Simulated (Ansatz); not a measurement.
# LiMgF3 (built on the sites of a database entry of BaLiF3): phonons and vibrational spectra, part 2 of 2

Wanted: phonon frequencies of LiMgF3 (built on the sites of a database entry of BaLiF3) and what follows from them.

Ansatz 0.2.0; DFT PBEsol, scalar-relativistic, plane waves, PAW.

So far. Step 4 (Tight relaxation): The forces vanish by symmetry and the pressure is 0.007 GPa, within the tolerances set. The cell now holds 9.18 Å³/atom. Step 5 (Modes at Γ): Before it was imposed, the acoustic sum rule was missed by 0.0011 eV/Å² and the charge sum rule by 2.6e-6 e. Small misses are needed for a sound result but don't prove that mesh and cutoff are converged. The lowest optical mode is imaginary, 227.6i cm⁻¹, so the energy falls along it. The relaxed cell has a = 3.581 Å (conventional setting).

The structure was built from a prototype and need not be the compound's stable phase.

## 6. Response at finite wavevector

Stability and thermal properties need the whole zone. Linear response on a 4×4×4 q mesh gives force constants as far as a supercell of that size would, and the tensors from the zone-centre run are typed in so that the long-range dipole term is interpolated apart.

The input, input.yaml:

```yaml
crystal:
  lattice:
    - [3.5809645263, 0.0, 0.0]
    - [0.0, 3.5809645263, 0.0]
    - [0.0, 0.0, 3.5809645263]
  atoms:
    - { symbol: Mg, position: [0.0, 0.0, 0.0] }
    - { symbol: Li, position: [0.5, 0.5, 0.5] }
    - { symbol: F, position: [0.0, 0.5, 0.5] }
    - { symbol: F, position: [0.5, 0.5, 0.0] }
    - { symbol: F, position: [0.5, 0.0, 0.5] }
kpoints:
  mp_grid: { grid: [8, 8, 8] }
hamiltonian:
  xc: pbesol
scf:
  occupations: { method: fixed }
output:
  eigenvalues: true
phonons:
  method: dfpt
  qmesh: [4, 4, 4]
  temperatures: { t_max: 1000, t_step: 50 }
  qpath:
    path:
      - [[0.0, 0.0, 0.0], [0.0, 0.5, 0.0], [0.5, 0.5, 0.0], [0.0, 0.0, 0.0], [0.5, 0.5, 0.5], [0.0, 0.5, 0.0]]
      - [[0.5, 0.5, 0.5], [0.5, 0.5, 0.0]]
    npoints: 10
  non_analytic_term:
    high_frequency_dielectric_tensor: [[2.4317, 0.0, 0.0], [0.0, 2.4317, 0.0], [0.0, 0.0, 2.4317]]
    born_effective_charges:
      - { species: Mg, tensor: [[2.4213, 0.0, 0.0], [0.0, 2.4213, 0.0], [0.0, 0.0, 2.4213]] }
      - { species: Li, tensor: [[0.9382, 0.0, 0.0], [0.0, 0.9382, 0.0], [0.0, 0.0, 0.9382]] }
      - { species: F, tensor: [[-1.0574, 0.0, 0.0], [0.0, -1.151, 0.0], [0.0, 0.0, -1.151]] }
      - { species: F, tensor: [[-1.151, 0.0, 0.0], [0.0, -1.151, 0.0], [0.0, 0.0, -1.0574]] }
      - { species: F, tensor: [[-1.151, 0.0, 0.0], [0.0, -1.0574, 0.0], [0.0, 0.0, -1.151]] }
    source: "zone-centre run at this cell"
```

Run with:

```bash
$ ansatz run input.yaml --threads 4 --pin off --max-ram 7168MiB --backend cpu --events-out ev --progress --plain --runs-dir out
```

Numbers of over 12 decimals in the logs are rounded to 6 here.

The program printed:

```text
[...]
Crystal: 5 atoms, lattice volume = 45.920 Å³
Basis set: ecut = 420 eV, 895 PW (Γ), exchange–correlation on 48×48×48 points (8 copies of the dense FFT grid, shifted against one another)
Bands: 22, of which v1, the nominal top of the filled ones, is band 17 counted from 1 (16 counted from 0)
Symmetry: 48 space group operations
k-points: 35 of 512
[...]
SCF iter   1: F=—  HF=-4521.924000 eV  |F-HF|=—  |Δ(HF+E_count)|=         —  Δρ=1.71e-2  dr2=8.22e-2  ethr=1.77e-3  ⟨swp⟩=4.5  Hψ=3168  notcnv=0  defer=90
[...]
SCF iter   9: F=-4521.898171 eV  HF=-4521.898171 eV  |F-HF|=2.73e-12  |Δ(HF+E_count)|=  2.00e-11  Δρ=3.73e-8  dr2=5.18e-13  ethr=1.00e-12  ⟨swp⟩=9.5  Hψ=3889  notcnv=0
SCF 1 converged in 9 iterations: F = -4521.898171 eV  dr2 = 5.18e-13
[...]
NSCF: frozen V_eff on 35 k-points
[...]
DFPT response loops at q = (0, 0, 0) (fractional): preconditioner auto → none (the input reference at scf.mixing.eps_inf says where Resta's filter doesn't serve); β = 0.50; Broyden in place of MSR1
[...]
SCF converged after 9 iterations
Free energy (F): -4521.898171 eV
[...]
Internal energy: -4521.898171 eV  (E = F + TS)
E sigma→0 (E₀):  -4521.898171 eV
Fermi energy:    3.694136 eV
[...]
--- Band table (eV; the first three rows and the last of 35) ---
  k-point 0: bands = [... 13 lower, 2.7011, 3.4348, 3.4348, 3.4348, 7.4334, 16.0539, 16.0539, 18.4144, ... 1 higher]
  k-point 1: bands = [... 13 lower, 2.6488, 3.2149, 3.3856, 3.3856, 7.8255, 15.4801, 16.3140, 18.1769, ... 1 higher]
  k-point 2: bands = [... 13 lower, 2.4707, 2.7790, 3.2950, 3.2950, 8.7767, 14.3268, 16.9776, 17.7296, ... 1 higher]
  k-point 34: bands = [... 13 lower, 3.5203, 3.6941, 3.6941, 3.6941, 10.2566, 15.9847, 15.9847, 15.9847, ... 1 higher]
--- Phonons (Γ-DFPT): 4 representative perturbations + reference (Σ response iterations 14) ---
  ASR residual: 1.038e-3 → 0.000e0 eV/Å²; symmetrization residual: 2.658e-6 eV/Å²
  ASR residual per site (eV/Å²): 4.57e-5 1.02e-3 1.04e-3 1.04e-3 1.04e-3
[...]
--- Phonons (arbitrary-q DFPT): 10 irreducible q on the 4×4×4 mesh ---
  q = [0.0000, 0.0000, 0.0000] (star 1, of the zone-centre solve; hermiticity 3.45e-7, symmetrization 2.79e-13): -227.61 -227.61 -227.61 -101.96 -101.96 -101.96 -0.00 0.00 0.00 387.50 387.50 387.50 682.80 682.80 682.80
  q = [0.0000, 0.0000, 0.2500] (star 6, 9 solved perturbations in 1560 linear systems a pass and spin channel, the states on 200 of 512 k-point pairs; hermiticity 2.63e-7, symmetrization 4.20e-13): -218.94 -218.94 -99.18 -99.18 -73.84 105.44 105.44 171.07 317.85 373.66 373.66 442.62 681.95 681.95 713.43
[...]
q = [0.0000, 0.2500, -0.5000] (star 12, 15 solved perturbations on 200 of 512 k-point pairs; hermiticity 2.67e-7, symmetrization 2.38e-9): -239.64 -192.51 -185.60 -149.40 -38.15 147.85 243.50 251.15 316.35 343.66 423.57 501.47 649.24 680.00 680.40
[...]
sum rule: each row above includes the acoustic sum rule's correction from the zone centre's row sums; it moved no ω² by more than (6.32 cm⁻¹)²
  mesh force constants: q→R imaginary residual 1.24e-18; ASR residual 1.038e-3 → 0.000e0 eV/Å²; symmetrization residual 1.066e-14 eV/Å²
  interpolated dispersion: 63 rows × 15 modes
  density of states and harmonic sums: on the 20×20×20 q-mesh, interpolated from the force constants of a 4×4×4 supercell (with the dipole–dipole term of supplied tensors)
  largest difference from the sums on the solved wave vectors: F 9.45e-3 eV, S 1.23e-5 and C_V 3.46e-6 eV/K
  zero-point energy: 0.259632 eV/cell   skipped modes (ω ≤ 0): 1477, of them read as no rigid motion or as one in doubt: 1474 (5.158e0 modes/cell left out, lowest -286.54 cm⁻¹)   left out of the sums: 3.44e-1 of the cell's modes: C_V's classical limit lies that fraction below 3 k_B per atom; for a crystal, a wire or a layer, F and S can be off by more, and a phonons.interpolated_qmesh denser along its periods is the remedy for the sampling
```

Elapsed: 13 min, on 4 threads of Arm Neoverse N1, shared host; peak memory 1.4 GiB.

Numbers from this step:

```yaml
sum_rule_residual_before_enforcement: 0.001038 eV/Å²
lowest_frequency_on_the_path: -286.5 cm⁻¹
highest_frequency_on_the_path_or_at_a_solved_wavevector: 749.1 cm⁻¹
lowest_mode_on_the_q_mesh_acoustic_modes_at_gamma_apart: -286.5 cm⁻¹
```

Frequencies (cm⁻¹) solved at each irreducible wavevector; negative means imaginary. Frequencies by wavevector, by row:

```csv
q in reciprocal lattice units,star,mode 1,mode 2,mode 3,mode 4,mode 13,mode 14,mode 15
0 0 0,1,-227.6,-227.6,-227.6,-102,682.8,682.8,682.8
0 0 0.25,6,-218.9,-218.9,-99.2,-99.2,682,682,713.4
0 0 -0.5,3,-207.6,-207.6,-117.1,-117.1,650.2,681.1,681.1
0 0.25 0.25,12,-227,-207.8,-178.3,-106.8,655.1,681.2,716.3
0 0.25 -0.5,12,-239.6,-192.5,-185.6,-149.4,649.2,680,680.4
0 -0.5 -0.5,3,-284.9,-198.5,-198.5,-170.2,648.5,648.5,679.7
0.25 0.25 0.25,8,-220.2,-220.2,-211,-149.1,653.2,653.2,717.3
0.25 0.25 -0.5,12,-241.2,-232.8,-195.2,-193.7,643.6,651.4,690.1
0.25 -0.5 -0.5,6,-285.7,-234.7,-234.7,-177.2,638.4,638.4,668.3
-0.5 -0.5 -0.5,1,-286.5,-286.5,-286.5,-184.9,629.1,629.1,629.1
```

Interpolated from a 4×4×4 q mesh, with the LO-TO term (at Γ the limit along the path; where Γ stands inside the path, tables give the limit on arrival). The phonon branches at the labelled points (cm⁻¹):

```csv
point,branch 1,branch 2,branch 3,branch 4,branch 12,branch 13,branch 14,branch 15
Γ,-228,-228,-102,-102,409,683,683,749
halfway,-219,-219,-99,-99,443,682,682,713
X,-208,-208,-117,-117,523,650,681,681
halfway,-240,-192,-186,-149,502,649,680,680
M,-285,-198,-198,-170,545,648,648,680
halfway,-227,-208,-178,-107,449,655,681,716
Γ,-228,-228,-102,-102,409,683,683,749
halfway,-220,-220,-211,-149,459,653,653,717
R,-286,-286,-286,-185,579,629,629,629
halfway,-241,-233,-195,-194,501,644,651,690
X,-208,-208,-117,-117,523,650,681,681
jump to R,-286,-286,-286,-185,579,629,629,629
halfway,-286,-235,-235,-177,540,638,638,668
M,-285,-198,-198,-170,545,648,648,680
```

Tetrahedra on a 20×20×20 mesh, mean over bins of 10 cm-1. Interpolated from a 4×4×4 q mesh. The phonon density of states by wavenumber; read off at these points:

```csv
wavenumber (cm⁻¹),phonon density of states (1/cm⁻¹/cell)
-285,0.00576
-255,0.0131
-225,0.0422
-215,0.0515
-205,0.0423
-175,0.0269
-145,0.0171
-115,0.0186
-95,0.0187
-65,0.00665
-35,0.00249
-5,0.002
25,0.00217
45,0.003
75,0.00594
105,0.0164
135,0.00686
165,0.00473
185,0.00521
215,0.00781
245,0.0142
275,0.0166
295,0.0338
325,0.0198
355,0.0254
385,0.0216
415,0.0234
425,0.0522
435,0.00731
465,0.00657
495,0.0158
525,0.00654
555,7.9e-4
575,1.0e-4
605,0
635,0.0169
645,0.0579
665,0.0327
675,0.0498
685,0.0397
715,0.00989
745,0.002
```

The partial phonon density of states has structure finer than the step of the table below, so its rows give means over 50 cm⁻¹, whole bins alone (the curve runs from -295 to 779 cm⁻¹). Peaks (cm⁻¹: height): F -220.7: 0.0227, -85.6: 0.0168, 103.5: 0.00923, 339.9: 0.0204, 421.0: 0.0298, 502.0: 0.0121, 677.6: 0.0140; Li 366.9: 0.00534, 650.6: 0.0416; Mg -214.0: 0.0266, 299.4: 0.00697.

Phonopy on the run's constants, 15x15x15 mesh, Gaussian sigma 7.7 cm-1. Interpolated from a 4×4×4 q mesh. Table of partial phonon density of states by wavenumber; means over each step; values in 1/cm⁻¹/cell:

```csv
wavenumber (cm⁻¹),F,Li,Mg
-250,0.0140,5.0e-6,0.00337
-200,0.0169,4.4e-5,0.0231
-150,0.0114,1.2e-4,0.00759
-100,0.0141,2.3e-4,0.00382
-50,0.00423,5.6e-5,0.00122
0,5.1e-4,1.3e-5,1.3e-4
50,0.00285,1.0e-4,0.00125
100,0.00729,2.6e-4,0.00308
150,0.00469,1.5e-4,0.00139
200,0.00464,2.2e-4,0.00164
250,0.00931,7.6e-4,0.00504
300,0.0165,0.00158,0.00482
350,0.0182,0.00356,0.00124
400,0.0181,0.00371,0.00105
450,0.0100,0.00127,3.3e-4
500,0.00922,0.00154,1.5e-4
550,0.00218,3.7e-4,1.2e-5
600,4.4e-5,5.1e-4,4.1e-6
650,0.00555,0.0285,3.4e-4
700,0.00701,0.0155,3.0e-4
750,7.2e-4,0.00155,6.8e-5
```

Symmetry leaves 10 wavevectors to solve. The lowest mode among them, the acoustic zeros apart, lies at q = (-0.5, -0.5, -0.5) and is imaginary, 286.5i cm⁻¹, so the energy falls along it.

## 7. Another isotope, element Li, natural mass 6.94 amu

An isotope changes the mass and not the force constants, so no new electronic calculation is needed; the shifts show which modes move this element.

The same force constants with the mass of Li changed from 6.940 to 6.015 u (phonopy, no LO-TO term). Both lists are sorted by frequency; levels can cross, so a row need not hold one and the same mode. Modes under 3 cm⁻¹ are left out. Isotope shifts, by row, the first 40 of 57 rows:

```csv
q,rank,natural mass (cm⁻¹),changed mass (cm⁻¹)
0 0 0,1,-227.6,-227.6
0 0 0,2,-227.6,-227.6
0 0 0,3,-227.6,-227.6
0 0 0,4,-102,-102
0 0 0,5,-102,-102
0 0 0,6,-102,-102
0 0 0,10,387.5,394.4
0 0 0,11,387.5,394.4
0 0 0,12,387.5,394.4
0 0 0,13,682.8,716.7
0 0 0,14,682.8,716.7
0 0 0,15,682.8,716.7
0 0 0.25,1,-218.9,-218.9
0 0 0.25,2,-218.9,-218.9
0 0 0.25,3,-99.18,-99.33
0 0 0.25,4,-99.18,-99.33
0 0 0.25,5,-73.84,-73.84
0 0 0.25,6,105.4,105.7
0 0 0.25,7,105.4,105.7
0 0 0.25,8,171.1,171.6
0 0 0.25,9,317.9,319.1
0 0 0.25,10,373.7,380.6
0 0 0.25,11,373.7,380.6
0 0 0.25,12,442.6,447.9
0 0 0.25,13,682,716
0 0 0.25,14,682,716
0 0 0.25,15,713.4,751.9
0 0 -0.5,1,-207.6,-207.6
0 0 -0.5,2,-207.6,-207.6
0 0 -0.5,3,-117.1,-117.3
0 0 -0.5,4,-117.1,-117.3
0 0 -0.5,5,-28.09,-28.09
0 0 -0.5,6,170,170
0 0 -0.5,7,170,170
0 0 -0.5,8,276.2,277
0 0 -0.5,9,287.9,287.9
0 0 -0.5,10,354.8,362
0 0 -0.5,11,354.8,362
0 0 -0.5,12,523.2,523.2
0 0 -0.5,13,650.2,696.5
```

A mode of this element alone would shift by +7.41 %. The highest zone-centre frequency without the field goes from 682.8 to 716.7 cm⁻¹ (+5.0 %).

## 8. Another isotope, element Mg, natural mass 24.305 amu

The same for Mg, from 24.30 to 25.98 u.

The same force constants with the mass of Mg changed from 24.305 to 25.983 u (phonopy, no LO-TO term). Both lists are sorted by frequency; levels can cross, so a row need not hold one and the same mode. Modes under 3 cm⁻¹ are left out. Isotope shifts, by row, the first 40 of 57 rows:

```csv
q,rank,natural mass (cm⁻¹),changed mass (cm⁻¹)
0 0 0,1,-227.6,-222.5
0 0 0,2,-227.6,-222.5
0 0 0,3,-227.6,-222.5
0 0 0,4,-102,-102
0 0 0,5,-102,-102
0 0 0,6,-102,-102
0 0 0,10,387.5,387
0 0 0,11,387.5,387
0 0 0,12,387.5,387
0 0 0,13,682.8,682.8
0 0 0,14,682.8,682.8
0 0 0,15,682.8,682.8
0 0 0.25,1,-218.9,-213.7
0 0 0.25,2,-218.9,-213.7
0 0 0.25,3,-99.18,-99.02
0 0 0.25,4,-99.18,-99.02
0 0 0.25,5,-73.84,-73.84
0 0 0.25,6,105.4,104.7
0 0 0.25,7,105.4,104.7
0 0 0.25,8,171.1,169.1
0 0 0.25,9,317.9,311.4
0 0 0.25,10,373.7,373.4
0 0 0.25,11,373.7,373.4
0 0 0.25,12,442.6,442.4
0 0 0.25,13,682,682
0 0 0.25,14,682,682
0 0 0.25,15,713.4,712.9
0 0 -0.5,1,-207.6,-202.1
0 0 -0.5,2,-207.6,-202.1
0 0 -0.5,3,-117.1,-117.1
0 0 -0.5,4,-117.1,-117.1
0 0 -0.5,5,-28.09,-28.09
0 0 -0.5,6,170,168.9
0 0 -0.5,7,170,168.9
0 0 -0.5,8,276.2,276.2
0 0 -0.5,9,287.9,279.2
0 0 -0.5,10,354.8,354.8
0 0 -0.5,11,354.8,354.8
0 0 -0.5,12,523.2,521.7
0 0 -0.5,13,650.2,650.2
```

A mode of this element alone would shift by -3.28 %. The highest zone-centre frequency without the field goes from 682.8 to 682.8 cm⁻¹ (-0.0 %).

## 9. Results

```json
{
 "space group after relaxation (within 0.01 Å)": "Pm-3m",
 "volume per atom": "9.18 Å³",
 "gap on the k-mesh": "3.74 eV",
 "highest optical mode at the zone centre (no LO-TO term)": "683 cm⁻¹",
 "top of the zone-centre spectrum with the field": "749 cm⁻¹",
 "lowest optical zone-centre mode": "-228 cm⁻¹",
 "mean high-frequency dielectric constant": "2.43",
 "largest Born charge (third of the trace)": "2.42 e",
 "lowest mode on the q mesh (acoustic modes at Γ apart)": "-287 cm⁻¹",
 "highest frequency on the path or at a solved wavevector": "749 cm⁻¹",
 "imaginary modes on the 4×4×4 q mesh": "yes"
}
```

Modes are clearly imaginary (beyond 10i cm⁻¹) at 10 of the 10 irreducible wavevectors, most at q = (-0.5, -0.5, -0.5) (286.5i cm⁻¹), so this structure is not a minimum of the energy. Without the field, the optical modes at Γ span -228 to 683 cm⁻¹ (negative means imaginary). The highest mode in this list at Γ, 682.8 cm⁻¹, has its largest share on Li (65 % of the kinetic energy). With the macroscopic field of the longitudinal modes the top of the zone-centre spectrum lies at 749 cm⁻¹, against 683 cm⁻¹ without it. Among the real modes, the strongest infrared line is at 683 cm⁻¹. The starting cell was built on a prototype and not taken from a measurement, so the phase need not exist. These are harmonic frequencies at zero temperature: anharmonic shifts, linewidths and thermal expansion are left out.

[Logs are printed without paths, hosts, clocks, repeated set-up lines and the standing remarks that a program may print on its own settings, such as how far it seeks lower states.]

[Hosts, paths, dates, database ids (printed as entryN), source tags and the programs' standing remarks are cut or masked in the printed files.]
